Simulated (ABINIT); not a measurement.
**InGeH3 (Pm-3m): zone-centre phonons**

Aim: the zone-centre modes of InGeH3 (Pm-3m).

Main program and level: ABINIT 10.8.3; DFT LDA, scalar-relativistic, plane waves, HGH norm-conserving pseudopotentials.

Most raw output is cut from this account.

The structure was built from a prototype and need not be the compound's stable phase.

**1. The structure**

Symmetry: Pm-3m, No. 221, cubic system. The conventional cell has a = 4.410 Å, b = 4.410 Å, c = 4.410 Å, α = 90.00°, β = 90.00°, γ = 90.00°. Nearest to In lie 12 H at 3.12 Å. Ge has 6 H at 2.20 Å nearest. H has 2 Ge at 2.20 Å nearest. Farther neighbours are not listed.

**2. A first look**

A first run with smearing and empty bands tells whether the crystal has a gap, which decides between fixed occupations and smearing later on.

Input file probe.abi:

```
# ground state
tolvrs 1.0d-08
prtden 1
prtwf 1

# basis, mesh and filling
ecut 35.0
ixc 7
ngkpt 4 4 4
nshiftk 1
shiftk 0.0 0.0 0.0
istwfk *1
occopt 7
tsmear 0.005
nband 11
nstep 100
diemac 9.0
prtebands 0
prtgsr 0

# cell and atoms
acell 3*1.0 Angstrom
rprim 
    4.41 0.0 0.0
    0.0 4.41 0.0
    0.0 0.0 4.41
ntypat 3
znucl 49 32 1
natom 5
typat 1 2 3 3 3
xred 
    0.0 0.0 0.0
    0.5 0.5 0.5
    0.5 0.5 0.0
    0.5 0.0 0.5
    0.0 0.5 0.5
pp_dirpath "./pseudo"
pseudos "In.hgh, Ge.hgh, H.hgh"
```

Launch:

```sh
$ OMP_NUM_THREADS=1 mpirun -n 2 abinit probe.abi > probe.log
```

It took 7.2 s on 2 MPI ranks of Arm Neoverse V1, shared host.

Read from the output:

| Item | Value |
| --- | --- |
| volume per atom | 17.15 Å³ |
| pressure | -8.703 GPa |
| gap on the k-mesh | 0 eV |

No gap opens on this mesh, so smearing is kept; the printed pressure holds the stress of the finite basis too.

**3. Rough relaxation**

The typed start is rough, so a first relaxation with smearing and loose thresholds takes it towards rest cheaply.

Input file prerelax.abi:

```
# relaxation
ionmov 2
optcell 2
dilatmx 1.15
chkdilatmx 0
ntime 40
tolmxf 3.0d-04
tolvrs 1.0d-10
prtwf 0
prtden 0
chksymtnons 0

# basis, mesh and filling
ecut 35.0
ecutsm 3.0
ixc 7
ngkpt 4 4 4
nshiftk 1
shiftk 0.0 0.0 0.0
istwfk *1
occopt 7
tsmear 0.005
nband 11
nstep 100
diemac 1000000.0
prtebands 0
prtgsr 0

# cell and atoms
acell 3*1.0 Angstrom
rprim 
    4.41 0.0 0.0
    0.0 4.41 0.0
    0.0 0.0 4.41
ntypat 3
znucl 49 32 1
natom 5
typat 1 2 3 3 3
xred 
    0.0 0.0 0.0
    0.5 0.5 0.5
    0.5 0.5 0.0
    0.5 0.0 0.5
    0.0 0.5 0.5
pp_dirpath "./pseudo"
pseudos "In.hgh, Ge.hgh, H.hgh"
```

Launch:

```sh
$ OMP_NUM_THREADS=1 mpirun -n 2 abinit prerelax.abi > prerelax.log
```

Elapsed: 93 s, on 2 MPI ranks; 3.1 min of CPU time.

Relaxation path:

| step | energy less that of the first step (eV) | largest force (eV/Å) | volume (Å³) |
| --- | --- | --- | --- |
| 1 | 0.0000 | 0.0000 | 85.77 |
| 2 | -0.1129 | 0.0000 | 83.59 |
| 3 | -0.1311 | 0.0000 | 43.23 |
| 4 | -0.9257 | 0.0000 | 66.42 |
| 5 | -1.0901 | 0.0000 | 60.15 |
| 6 | -1.1098 | 0.0000 | 55.93 |
| 7 | -1.1154 | 0.0000 | 57.36 |
| 8 | -1.1154 | 0.0000 | 57.21 |

| cell as run | before | after | change |
| --- | --- | --- | --- |
| a (Å) | 4.410 | 3.853 | -12.6 % |
| b (Å) | 4.410 | 3.853 | -12.6 % |
| c (Å) | 4.410 | 3.853 | -12.6 % |
| volume (Å³/atom) | 17.15 | 11.44 | -33.3 % |

The relaxed structure:

```xyz
5
Lattice="3.8533 0.0000 0.0000 0.0000 3.8533 0.0000 0.0000 0.0000 3.8533" Properties=species:S:1:pos:R:3 pbc="T T T"
In    0.0000    0.0000    0.0000
Ge    1.9266    1.9266    1.9266
H     1.9266    1.9266    0.0000
H     1.9266    0.0000    1.9266
H     0.0000    1.9266    1.9266
```

Numbers from this step:

```
volume per atom : 11.44 Å³
pressure        : -0.005373 GPa
```

The volume changes by -33.3 % in this run and stands -33.3 % from the first cell.

**4. Rough relaxation**

The cell changed much, so the rough relaxation is repeated on a basis made for the new cell.

Changes to prerelax.abi since step 3:

```diff
@@ -31,5 +31,5 @@
 rprim 
-    4.41 0.0 0.0
-    0.0 4.41 0.0
-    0.0 0.0 4.41
+    3.853251894 0.0 0.0
+    0.0 3.853251894 0.0
+    0.0 0.0 3.853251894
 ntypat 3
```

Elapsed: 8.4 s, on 2 MPI ranks.

Little changed from the start: no atom moved by 0.005 Å and no cell edge by 0.1 %.

The volume changes by +0.0 % in this run and stands -33.3 % from the first cell.

**5. Relaxation**

The harmonic expansion needs vanishing forces, and a free crystal bears no stress, so cell and atoms are brought to rest. Stress is more sensitive to the basis than forces are: the last 3 Ha under the cutoff are smoothed with ecutsm, and the cutoff is raised above that of the later runs.

Input file relax.abi:

```
# relaxation
ionmov 2
optcell 2
dilatmx 1.08
ntime 40
tolmxf 1.0d-05
tolvrs 1.0d-14
prtwf 0
prtden 0
chksymtnons 0

# basis, mesh and filling
ecut 43.0
ecutsm 3.0
ixc 7
ngkpt 6 6 6
nshiftk 1
shiftk 0.0 0.0 0.0
istwfk *1
occopt 3
tsmear 0.01
nband 11
nstep 100
diemac 1000000.0
prtebands 0
prtgsr 0

# cell and atoms
acell 3*1.0 Angstrom
rprim 
    3.853251897 0.0 0.0
    0.0 3.853251897 0.0
    0.0 0.0 3.853251897
ntypat 3
znucl 49 32 1
natom 5
typat 1 2 3 3 3
xred 
    0.0 0.0 0.0
    0.5 0.5 0.5
    0.5 0.5 0.0
    0.5 0.0 0.5
    0.0 0.5 0.5
pp_dirpath "./pseudo"
pseudos "In.hgh, Ge.hgh, H.hgh"
```

Launch:

```sh
$ OMP_NUM_THREADS=1 mpirun -n 2 abinit relax.abi > relax.log
```

Wall time 62 s (2 MPI ranks).

Step by step:

| step | energy less that of the first step (eV) | largest force (eV/Å) | volume (Å³) |
| --- | --- | --- | --- |
| 1 | 0.0000 | 0.0000 | 57.21 |
| 2 | -0.0003 | 0.0000 | 57.12 |
| 3 | -0.0010 | 0.0000 | 56.60 |
| 4 | -0.0010 | 0.0000 | 56.61 |

| conventional cell, symmetrised | before | after | change |
| --- | --- | --- | --- |
| a (Å) | 3.853 | 3.840 | -0.4 % |
| b (Å) | 3.853 | 3.840 | -0.4 % |
| c (Å) | 3.853 | 3.840 | -0.4 % |
| volume (Å³/atom) | 11.44 | 11.32 | -1.1 % |

The relaxed structure:

```xyz
5
Lattice="3.8397 0.0000 0.0000 0.0000 3.8397 0.0000 0.0000 0.0000 3.8397" Properties=species:S:1:pos:R:3 pbc="T T T"
In    0.0000    0.0000    0.0000
Ge    1.9199    1.9199    1.9199
H     1.9199    1.9199    0.0000
H     1.9199    0.0000    1.9199
H     0.0000    1.9199    1.9199
```

Read from the output:

* volume per atom: 11.32 Å³
* pressure: -9.65e-5 GPa

The volume changes by -1.1 % in this run and stands -34.0 % from the first cell.

**6. Ground state**

The response is built on these wavefunctions, so the potential is converged far more tightly than an energy would need. Smearing stays on, as the first look found no gap above 0.3 eV.

Input file gs.abi:

```
# ground state
tolvrs 1.0d-16
prtden 1
prtwf 1

# basis, mesh and filling
ecut 35.0
ixc 7
ngkpt 6 6 6
nshiftk 1
shiftk 0.0 0.0 0.0
istwfk *1
occopt 3
tsmear 0.01
nband 11
nstep 100
diemac 1000000.0
prtebands 0
prtgsr 0

# cell and atoms
acell 3*1.0 Angstrom
rprim 
    3.83970612 0.0 0.0
    0.0 3.83970612 0.0
    0.0 0.0 3.83970612
ntypat 3
znucl 49 32 1
natom 5
typat 1 2 3 3 3
xred 
    0.0 0.0 0.0
    0.5 0.5 0.5
    0.5 0.5 0.0
    0.5 0.0 0.5
    0.0 0.5 0.5
pp_dirpath "./pseudo"
pseudos "In.hgh, Ge.hgh, H.hgh"
```

Launch:

```sh
$ OMP_NUM_THREADS=1 mpirun -n 2 abinit gs.abi > gs.log
```

Wall time 14 s (2 MPI ranks).

Numbers from this step:

- pressure: -0.4835 GPa

The cell stands at -0.48 GPa: the relaxation ran with a smoothed and higher cutoff, and the difference is a stress of the finite basis.

**7. Linear response at Γ**

At q = 0 one unit cell holds all displacements. The response is solved for single atoms along the cell's directions, and symmetry skips those that follow from others. The crystal is treated as a metal, which screens a static field, so no field response is asked.

Input file dfpt_gamma.abi:

```

# common to the responses
getwfk_filepath "gso_WFK"
kptopt 2
nqpt 1
qpt 0.0 0.0 0.0
asr 0
chneut 0

# displacements
rfphon 1
rfatpol 1 5
rfdir 1 1 1
tolvrs 1.0d-10
prtwf 0

# basis, mesh and filling
ecut 35.0
ixc 7
ngkpt 6 6 6
nshiftk 1
shiftk 0.0 0.0 0.0
istwfk *1
occopt 3
tsmear 0.01
nband 11
nstep 100
diemac 1000000.0
prtebands 0
prtgsr 0

# cell and atoms
acell 3*1.0 Angstrom
rprim 
    3.83970612 0.0 0.0
    0.0 3.83970612 0.0
    0.0 0.0 3.83970612
ntypat 3
znucl 49 32 1
natom 5
typat 1 2 3 3 3
xred 
    0.0 0.0 0.0
    0.5 0.5 0.5
    0.5 0.5 0.0
    0.5 0.0 0.5
    0.0 0.5 0.5
pp_dirpath "./pseudo"
pseudos "In.hgh, Ge.hgh, H.hgh"
```

Launch:

```sh
$ OMP_NUM_THREADS=1 mpirun -n 2 abinit dfpt_gamma.abi > dfpt_gamma.log
```

Elapsed: 90 s, on 2 MPI ranks.

Read from the output:

```
largest acoustic frequency at the zone centre before the sum rule : -0.56 cm⁻¹
highest optical zone-centre mode (no LO-TO term)                  : 490.4 cm⁻¹
lowest optical zone-centre mode                                   : -824.8 cm⁻¹
```

The acoustic modes at Γ come out as far as 0.6 cm⁻¹ from zero, where they should vanish, a small numerical error. The lowest optical mode is imaginary, 825i cm⁻¹, an instability at this level and on this k mesh.

**8. Zone-centre analysis**

anaddb reads the merged derivatives and imposes the acoustic sum rule.

Input file anaddb.abi:

```
ddb_filepath "gamma_DDB"
output_file "anaddb.abo"
outdata_prefix "anaddb"
asr 1
chneut 1
enunit 2
eivec 1
nph1l 1
qph1l 0.0 0.0 0.0 1.0
```

Input file mrgddb.in:

```
gamma_DDB
merged
2
dfpt_gammao_DDB
gso_DDB
```

Launch:

```sh
$ mrgddb < mrgddb.in > mrgddb.log
$ OMP_NUM_THREADS=1 anaddb anaddb.abi > anaddb.log
```

It took 0.51 s on 1 thread.

No LO-TO term; unit eigenvectors of the mass-weighted matrix, from anaddb's displacements. The modes at Γ (shares of kinetic energy by element, %) (negative means imaginary):

| mode | frequency (cm⁻¹) | symmetry | In % | Ge % | H % |
| --- | --- | --- | --- | --- | --- |
| 1 | -824.7 | T1u | 0 | 2 | 98 |
| 2 | -824.7 | T1u | 0 | 2 | 98 |
| 3 | -824.7 | T1u | 0 | 2 | 98 |
| 4 | 0.0 | acoustic | 60 | 38 | 2 |
| 5 | 0.0 | acoustic | 60 | 38 | 2 |
| 6 | 0.0 | acoustic | 60 | 38 | 2 |
| 7 | 83.7 | T1u | 40 | 57 | 3 |
| 8 | 83.7 | T1u | 40 | 57 | 3 |
| 9 | 83.7 | T1u | 40 | 57 | 3 |
| 10 | 441.0 | T1u | 0 | 3 | 97 |
| 11 | 441.0 | T1u | 0 | 3 | 97 |
| 12 | 441.0 | T1u | 0 | 3 | 97 |
| 13 | 490.4 | T2u | 0 | 0 | 100 |
| 14 | 490.4 | T2u | 0 | 0 | 100 |
| 15 | 490.4 | T2u | 0 | 0 | 100 |

Displacements in mode 3 (-824.7 cm⁻¹), the largest set to 1:
```
In1  0.00  0.00  0.00
Ge2  0.00  0.00 -0.02
H3   0.00  0.00  1.00
H4   0.00  0.00  0.03
H5   0.00  0.00  0.03
```

Displacements in mode 10 (441.0 cm⁻¹), the largest set to 1:
```
In1  0.00  0.00  0.00
Ge2  0.00  0.00 -0.03
H3   0.00  0.00 -0.08
H4   0.00  0.00  1.00
H5   0.00  0.00  1.00
```

The rule moves no optical mode by more than 0.1 cm⁻¹.

**9. Outcome**

```yaml
space_group_after_relaxation: Pm-3m
volume_per_atom: 11.3 Å³
highest_optical_zone_centre_mode_no_lo_to_term: 490.4 cm⁻¹
lowest_optical_zone_centre_mode: -824.8 cm⁻¹
imaginary_optical_modes_at_the_zone_centre_no_q_mesh_in_this_session: yes
```

In words: At the LDA level the optical modes of InGeH3 (Pm-3m) at the zone centre run from 825i to 490 cm⁻¹, so the structure is a saddle point, with 3 modes beyond 10i cm⁻¹ there. The base run prints -0.48 GPa, mostly the error of a finite basis; the relaxation, with a smoothed and higher cutoff, had brought the cell to rest. These are harmonic frequencies: anharmonic shifts and widths and the lattice's thermal expansion are left out. The Fermi-Dirac smearing of 0.01 Ha is an electronic temperature of 3158 K, which adds a pressure of its own and can shift the volume and soft modes. The HGH files keep few electrons and have no core correction, which is cheap but rough for Ge and In. In a metal the frequencies hang on the k mesh and the smearing, most of all near Kohn anomalies. The structure is a hypothetical one, built on a prototype.

[Host names and launcher messages were left out of these logs when they were recorded.]

[Logs are printed without paths, hosts, clocks, repeated set-up lines and the standing remarks that a program may print on its own settings, such as how far it seeks lower states.]

[Hosts, paths, dates, database ids (printed as entryN), source tags and the programs' standing remarks are cut or masked in the printed files.]
